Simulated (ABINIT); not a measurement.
# Completion of the band sum in GW: TePb (Fm-3m)

Aim: few bands, with and without a completion of the sum over empty states, for TePb (Fm-3m).

Method: PBE and many-body steps on it, plane waves, in ABINIT 10.8.3.

### 1. Set-up

It takes space group Fm-3m (No. 225, cubic). Conventional cell: a = 6.462 Å, b = 6.462 Å, c = 6.462 Å, α = 90.00°, β = 90.00°, γ = 90.00°. Nearest to Te lie 6 Pb at 3.23 Å. Pb has 6 Te at 3.23 Å nearest. Farther neighbours, and contacts between anions beyond the nearest, are not listed.

The cell and positions come from the Crystallography Open Database and are kept as given unless a step says otherwise.

### 2. Empty states on the mesh, 4×4×4 mesh, 304 bands

This step: ABINIT 10.8.3; DFT, PBE, plane waves, norm-conserving pseudopotentials.

The sums over transitions need many empty states on a uniform mesh; this step solves for them.

Input file run.abi:

```
acell 3*1.0 Angstrom
rprim 
  -0.000000000000 3.231000000000 3.231000000000
  3.231000000000 0.000000000000 3.231000000000
  3.231000000000 3.231000000000 0.000000000000
ntypat 2
znucl 52 82
natom 2
typat 1 2
xred 
  0.500000000000 0.500000000000 0.500000000000
  0.000000000000 -0.000000000000 -0.000000000000
pp_dirpath "pseudos"
pseudos "Te.upf, Pb.upf"
ecut 34
ngkpt 4 4 4
nshiftk 1
shiftk 0 0 0
kptopt 1
chksymbreak 0
irdden 1
istwfk *1
nband 304
prtvol 0
optdriver 6
gwr_task "HDIAGO"
paral_kgb 0
occopt 1
indata_prefix "in"
outdata_prefix "out"
tmpdata_prefix "tmp"
```

Launch:

```
> OMP_NUM_THREADS=1 mpirun -n 4 abinit run.abi > log
```

Output:

```text
.Version 10.8.3 of ABINIT. v10.8.2 released Aug 2026.

 Symmetries : space group Fm -3 m (#225); Bravais cF (face-center cubic)
[... echo of the input left out ...]
== DATASET  1 ==================================================================
-   mpi_nproc: 4, omp_nthreads: 1 (-1 if OMP is not activated)

--- !DatasetInfo
iteration_state: {dtset: 1, }
dimensions: {natom: 2, nkpt: 8, mband: 304, nsppol: 1, nspinor: 1, nspden: 1, mpw: 4338, }
cutoff_energies: {ecut:  34.0, pawecutdg:  -1.0, }
[...]
Direct band gap semiconductor
 Fundamental gap:     0.736 (eV)
   VBM:     4.179 (eV) at k: [ 5.0000E-01,  0.0000E+00,  0.0000E+00]
   CBM:     4.915 (eV) at k: [ 5.0000E-01,  0.0000E+00,  0.0000E+00]
 Direct gap:         0.736 (eV) at k: [ 5.0000E-01,  0.0000E+00,  0.0000E+00]

== END DATASET(S) ==============================================================
================================================================================

 -outvars: echo values of variables after computation  --------
           etotal      0.0000000000E+00
            nband         304
             nkpt           8
          spgroup         225
 [... the other variables as echoed above ...]

 Calculation completed.
```

Wall time 1.9 min (4 MPI ranks of Arm Neoverse V1, shared host); peak memory 4.3 GiB.

Numbers from this step:

* gap: 0.7358 eV
* k of the valence top: 0.5, 0, 0
* k of the conduction bottom: 0.5, 0, 0
* least direct gap: 0.7358 eV
* k points computed: 8
* lowest point of the top converged band, above the valence top: 137.3832 eV

On this mesh the gap is 0.736 eV.

The density comes from a self-consistent run that is not shown.

### 3. Screening, 4×4×4 mesh, 296 bands, screening to 228.6 eV

The RPA dielectric matrix is built and inverted for each q.

This step: RPA screening on PBE, plane waves, norm-conserving pseudopotentials.

Edit run.abi of step 2 so:

```diff
@@ -20,10 +20,11 @@
 chksymbreak 0
-irdden 1
 istwfk *1
-nband 304
-prtvol 0
-optdriver 6
-gwr_task "HDIAGO"
-paral_kgb 0
 occopt 1
+irdwfk 1
+optdriver 3
+nband 296
+ecuteps 8.4
+inclvkb 2
+awtr 1
+symchi 1
 indata_prefix "in"
```

Output:

```text
.Version 10.8.3 of ABINIT. v10.8.2 released Aug 2026.

 Symmetries : space group Fm -3 m (#225); Bravais cF (face-center cubic)
[... echo of the input left out ...]
== DATASET  1 ==================================================================
-   mpi_nproc: 4, omp_nthreads: 1 (-1 if OMP is not activated)

--- !DatasetInfo
iteration_state: {dtset: 1, }
dimensions: {natom: 2, nkpt: 8, mband: 296, nsppol: 1, nspinor: 1, nspden: 1, mpw: 4338, }
cutoff_energies: {ecut:  34.0, pawecutdg:  -1.0, }
electrons: {nelect:   3.00000000E+01, charge:   0.00000000E+00, occopt:   1.00000000E+00, tsmear:   1.00000000E-02, }

 SCREENING: Calculation of the susceptibility and dielectric matrices

 Based on a program developped by R.W. Godby, V. Olevano, G. Onida, and L. Reining.
 Incorporated in ABINIT by V. Olevano, G.-M. Rignanese, and M. Torrent.
.Using double precision arithmetic ; gwpc =  8

[... cell and pseudopotentials left out ...]
--------------------------------------------------------------------------------

 ==== K-mesh for the wavefunctions ====
 Number of points in the irreducible wedge :     8
[... list of points left out ...]
 Together with 48 symmetry operations and time-reversal symmetry
 yields    64 points in the full Brillouin Zone.

 ==== Q-mesh for the screening function ====
 Number of points in the irreducible wedge :     8
[... list of points left out ...]
 Together with 48 symmetry operations and time-reversal symmetry
 yields    64 points in the full Brillouin Zone.

 setmesh: FFT mesh size selected  =    36x   36x   36
          total number of points  =        46656

 vcoul_init : cutoff-mode = AUXILIARY_FUNCTION
 q-points for optical limit:   1
     1)      0.000010    0.000020    0.000030

- screening: taking advantage of time-reversal symmetry
- Maximum band index for partially occupied states nbvw = 15
- Remaining bands to be divided among processors   nbcw = 281
- Number of bands treated by each node ~70

 Number of electrons calculated from density =   30.0000; Expected =   30.0000
 average of density, n =  0.065900
 r_s =    1.5358
 omega_plasma =   24.7627 [eV]

 calculating chi0 at frequencies [eV] :
  1    0.000000E+00    0.000000E+00
  2    0.000000E+00    2.476267E+01

--------------------------------------------------------------------------------
  q-point number  1        q = ( 0.000000, 0.000000, 0.000000) [r.l.u.]
--------------------------------------------------------------------------------
[... chi0 elements left out ...]
 For q-point:  0.000010 0.000020 0.000030
  dielectric constant =  38.7306
  dielectric constant without local fields =  41.7513

  Average fulfillment of the sum rule on Im[epsilon] for q-point    1 :    135.02  [%]
[... wings left out ...]
  q-point number  2        q = ( 0.250000, 0.000000, 0.000000) [r.l.u.]
--------------------------------------------------------------------------------
[... chi0 elements left out ...]
  Average fulfillment of the sum rule on Im[epsilon] for q-point    2 :    163.02  [%]

 [... 6 further q-points ...]
```

Run time: 4.7 min. Hardware: 4 MPI ranks; peak memory 2.6 GiB.

Read from the output:

```yaml
eps_infinity_with_local_fields_on_this_mesh: 38.73
eps_infinity_without_local_fields_on_this_mesh: 41.75
plasma_frequency: 24.76 eV
plane_waves_in_the_screening_matrix: 531
```

Local fields lower ε∞ by 7 %.

### 4. 296 bands

The self-energy is evaluated for the states that the input lists, and the quasiparticle equation is solved.

This step: G0W0 on PBE, plane waves, norm-conserving pseudopotentials.

Edit run.abi of step 3 so:

```diff
@@ -23,8 +23,17 @@
 irdwfk 1
-optdriver 3
+optdriver 4
 nband 296
+gwcalctyp 0
+ecutsigx 34
+symsigma 1
+nkptgw 2
+kptgw 
+  0.5000000000 0.0000000000 0.0000000000
+  0.0000000000 0.0000000000 0.0000000000
+bdgw 
+  13 18
+  13 18
 ecuteps 8.4
-inclvkb 2
-awtr 1
-symchi 1
+irdscr 1
+ppmodel 1
 indata_prefix "in"
```

Output:

```text
.Version 10.8.3 of ABINIT. v10.8.2 released Aug 2026.

 Symmetries : space group Fm -3 m (#225); Bravais cF (face-center cubic)
[... echo of the input left out ...]
== DATASET  1 ==================================================================
-   mpi_nproc: 4, omp_nthreads: 1 (-1 if OMP is not activated)

--- !DatasetInfo
iteration_state: {dtset: 1, }
dimensions: {natom: 2, nkpt: 8, mband: 296, nsppol: 1, nspinor: 1, nspden: 1, mpw: 4338, }
cutoff_energies: {ecut:  34.0, pawecutdg:  -1.0, }
electrons: {nelect:   3.00000000E+01, charge:   0.00000000E+00, occopt:   1.00000000E+00, tsmear:   1.00000000E-02, }

 SIGMA: Calculation of the GW corrections

 Based on a program developped by R.W. Godby, V. Olevano, G. Onida, and L. Reining.
 Incorporated in ABINIT by V. Olevano, G.-M. Rignanese, and M. Torrent.
.Using double precision arithmetic ; gwpc =  8

[... cell and pseudopotentials left out ...]
--------------------------------------------------------------------------------

 ==== K-mesh for the wavefunctions ====
 Number of points in the irreducible wedge :     8
[... list of points left out ...]
 Together with 48 symmetry operations and time-reversal symmetry
 yields    64 points in the full Brillouin Zone.

 ==== Q-mesh for screening function ====
 Number of points in the irreducible wedge :     8
[... list of points left out ...]
 Together with 48 symmetry operations and time-reversal symmetry
 yields    64 points in the full Brillouin Zone.

 vcoul_init : cutoff-mode = AUXILIARY_FUNCTION
 q-points for optical limit:   1
     1)      0.000010    0.000020    0.000030
 setmesh: FFT mesh size selected  =    45x   45x   45
          total number of points  =        91125

 Number of electrons calculated from density =   30.0000; Expected =   30.0000
 average of density, n =  0.065900
 r_s =    1.5358
 omega_plasma =   24.7627 [eV]

 === KS Band Gaps ===
  >>>> For spin  1
   Minimum direct gap =   0.7358 [eV], located at k-point      :   0.5000  0.0000  0.0000
   Fundamental gap    =   0.7358 [eV], Top of valence bands at :   0.5000  0.0000  0.0000
                                       Bottom of conduction at :   0.5000  0.0000  0.0000
 SIGMA fundamental parameters:
 PLASMON POLE MODEL  1
 number of plane-waves for SigmaX                 4285
 number of plane-waves for SigmaC and W            531
 number of plane-waves for wavefunctions          4285
 number of bands                                   296
 number of independent spin polarizations            1
 number of spinorial components                      1
 number of k-points in IBZ                           8
 number of q-points in IBZ                           8
 number of symmetry operations                      48
 number of k-points in BZ                           64
 number of q-points in BZ                           64
 number of frequencies for dSigma/dE                 9
 frequency step for dSigma/dE [eV]                0.25
 number of omega for Sigma on real axis              0
 max omega for Sigma on real axis  [eV]           0.00
 zcut for avoiding poles [eV]                     0.10

 EPSILON^-1 parameters (SCR file):
 dimension of the eps^-1 matrix on file            531
 dimension of the eps^-1 matrix used               531
 number of plane-waves for wavefunctions          4285
 number of bands                                   296
 number of q-points in IBZ                           8
 number of frequencies                               2
 number of real frequencies                          1
 number of imag frequencies                          1

 matrix elements of self-energy operator (all in [eV])

 Perturbative Calculation

--- !SelfEnergy_ee
iteration_state: {dtset: 1, }
kpoint     : [   0.500,    0.000,    0.000, ]
spin       : 1
KS_gap     :    0.736
QP_gap     :    1.117
Delta_QP_KS:    0.381
data: !SigmaeeData |
     Band     E0 <VxcDFT>   SigX SigC(E0)      Z dSigC/dE  Sig(E)    E-E0       E
       13   3.289 -11.806 -14.356   1.377   0.783  -0.277 -12.724  -0.918   2.371
       14   3.289 -11.806 -14.356   1.377   0.783  -0.277 -12.724  -0.918   2.371
       15   4.179 -12.163 -13.776   0.524   0.791  -0.264 -13.025  -0.862   3.317
       16   4.915  -9.781  -7.151  -3.231   0.801  -0.249 -10.262  -0.481   4.434
       17   5.451 -10.045  -7.546  -3.112   0.799  -0.252 -10.534  -0.489   4.961
       18   5.451 -10.045  -7.546  -3.112   0.799  -0.252 -10.534  -0.489   4.961

--- !SelfEnergy_ee
iteration_state: {dtset: 1, }
kpoint     : [   0.000,    0.000,    0.000, ]
spin       : 1
KS_gap     :    5.441
QP_gap     :    5.886
Delta_QP_KS:    0.445
data: !SigmaeeData |
     Band     E0 <VxcDFT>   SigX SigC(E0)      Z dSigC/dE  Sig(E)    E-E0       E
[...]
16   8.279 -10.803  -7.343  -4.197   0.782  -0.278 -11.380  -0.577   7.702
       17   8.279 -10.803  -7.343  -4.197   0.782  -0.278 -11.380  -0.577   7.702
       18   8.279 -10.803  -7.343  -4.197   0.782  -0.278 -11.380  -0.577   7.702

== END DATASET(S) ==============================================================
================================================================================

 -outvars: echo values of variables after computation  --------
           etotal      0.0000000000E+00
            nband         296
             nkpt           8
          spgroup         225
 [... the other variables as echoed above ...]

 Calculation completed.
```

Run time: 2.1 min. Hardware: 4 MPI ranks; peak memory 2.9 GiB; 8.5 min of CPU time.

This step gave:

```
G0W0 gap on the mesh                         : 1.117 eV
starting gap on the mesh                     : 0.7358 eV
k of the valence top                         : 0.5, 0, 0
k of the conduction bottom                   : 0.5, 0, 0
Z at the valence top                         : 0.791
Z at the conduction bottom                   : 0.801
least direct G0W0 gap on the computed points : 1.117 eV
```

The gap on the mesh goes from 0.74 eV to 1.12 eV, a correction of +0.38 eV.

### 5. Screening, 4×4×4 mesh, 40 bands, screening to 228.6 eV

This step: RPA screening on PBE, plane waves, norm-conserving pseudopotentials.

Edit run.abi of step 4 so:

```diff
@@ -23,17 +23,8 @@
 irdwfk 1
-optdriver 4
-nband 296
-gwcalctyp 0
-ecutsigx 34
-symsigma 1
-nkptgw 2
-kptgw 
-  0.5000000000 0.0000000000 0.0000000000
-  0.0000000000 0.0000000000 0.0000000000
-bdgw 
-  13 18
-  13 18
+optdriver 3
+nband 40
 ecuteps 8.4
-irdscr 1
-ppmodel 1
+inclvkb 2
+awtr 1
+symchi 1
 indata_prefix "in"
```

Output:

```text
.Version 10.8.3 of ABINIT. v10.8.2 released Aug 2026.

 Symmetries : space group Fm -3 m (#225); Bravais cF (face-center cubic)
[... echo of the input left out ...]
== DATASET  1 ==================================================================
-   mpi_nproc: 4, omp_nthreads: 1 (-1 if OMP is not activated)

--- !DatasetInfo
iteration_state: {dtset: 1, }
dimensions: {natom: 2, nkpt: 8, mband: 40, nsppol: 1, nspinor: 1, nspden: 1, mpw: 4338, }
cutoff_energies: {ecut:  34.0, pawecutdg:  -1.0, }
electrons: {nelect:   3.00000000E+01, charge:   0.00000000E+00, occopt:   1.00000000E+00, tsmear:   1.00000000E-02, }

 SCREENING: Calculation of the susceptibility and dielectric matrices

 Based on a program developped by R.W. Godby, V. Olevano, G. Onida, and L. Reining.
 Incorporated in ABINIT by V. Olevano, G.-M. Rignanese, and M. Torrent.
.Using double precision arithmetic ; gwpc =  8

[... cell and pseudopotentials left out ...]
--------------------------------------------------------------------------------

 ==== K-mesh for the wavefunctions ====
 Number of points in the irreducible wedge :     8
[... list of points left out ...]
 Together with 48 symmetry operations and time-reversal symmetry
 yields    64 points in the full Brillouin Zone.

 ==== Q-mesh for the screening function ====
 Number of points in the irreducible wedge :     8
[... list of points left out ...]
 Together with 48 symmetry operations and time-reversal symmetry
 yields    64 points in the full Brillouin Zone.

 setmesh: FFT mesh size selected  =    36x   36x   36
          total number of points  =        46656

 vcoul_init : cutoff-mode = AUXILIARY_FUNCTION
 q-points for optical limit:   1
     1)      0.000010    0.000020    0.000030

- screening: taking advantage of time-reversal symmetry
- Maximum band index for partially occupied states nbvw = 15
- Remaining bands to be divided among processors   nbcw = 25
- Number of bands treated by each node ~6

 Number of electrons calculated from density =   30.0000; Expected =   30.0000
 average of density, n =  0.065900
 r_s =    1.5358
 omega_plasma =   24.7627 [eV]

 calculating chi0 at frequencies [eV] :
  1    0.000000E+00    0.000000E+00
  2    0.000000E+00    2.476267E+01

--------------------------------------------------------------------------------
  q-point number  1        q = ( 0.000000, 0.000000, 0.000000) [r.l.u.]
--------------------------------------------------------------------------------
[... chi0 elements left out ...]
 For q-point:  0.000010 0.000020 0.000030
  dielectric constant =  38.4108
  dielectric constant without local fields =  41.6358

  Average fulfillment of the sum rule on Im[epsilon] for q-point    1 :     34.32  [%]
[... wings left out ...]
  q-point number  2        q = ( 0.250000, 0.000000, 0.000000) [r.l.u.]
--------------------------------------------------------------------------------
[... chi0 elements left out ...]
  Average fulfillment of the sum rule on Im[epsilon] for q-point    2 :     54.50  [%]

 [... 6 further q-points ...]
```

It took 31 s on 4 MPI ranks; peak memory 0.97 GiB; 2 min of CPU time.

Read from the output:

- ε∞ with local fields, on this mesh: 38.41
- ε∞ without local fields, on this mesh: 41.64
- plasma frequency: 24.76 eV
- plane waves in the screening matrix: 531

(Part 1 of 2 ends here.)

[Long decimals in the printed logs are rounded to 6 places.]

[Logs are printed without paths, hosts, clocks, repeated set-up lines and the standing remarks that a program may print on its own settings, such as how far it seeks lower states.]

[Paths, hosts, dates, memory and timing lines, banners, echoed tables and standing remarks are left out of the program output; an Ansatz launch command may be rebuilt from the run's recorded settings. Measured values are a selection of at most five: reports struck by readers or far from the other reports are left out. None is set beside runs whose start may be inverted or whose files or cutoffs have a known fault.]

[Runs of the session that timed out or met a known fault of the program may be left out.]

[Hosts, paths, dates, database ids (printed as entryN), source tags and the programs' standing remarks are cut or masked in the printed files.]

[G0W0 gaps are taken among the corrected bands and points alone; a level outside them can change the order at an edge.]

[Where Ansatz stands beside ABINIT at settings called matched, ABINIT's density can come from a denser mesh and the files from another edition; pairs whose starting gaps differed by over 0.03 eV were left out, so agreement reads better than it is.]
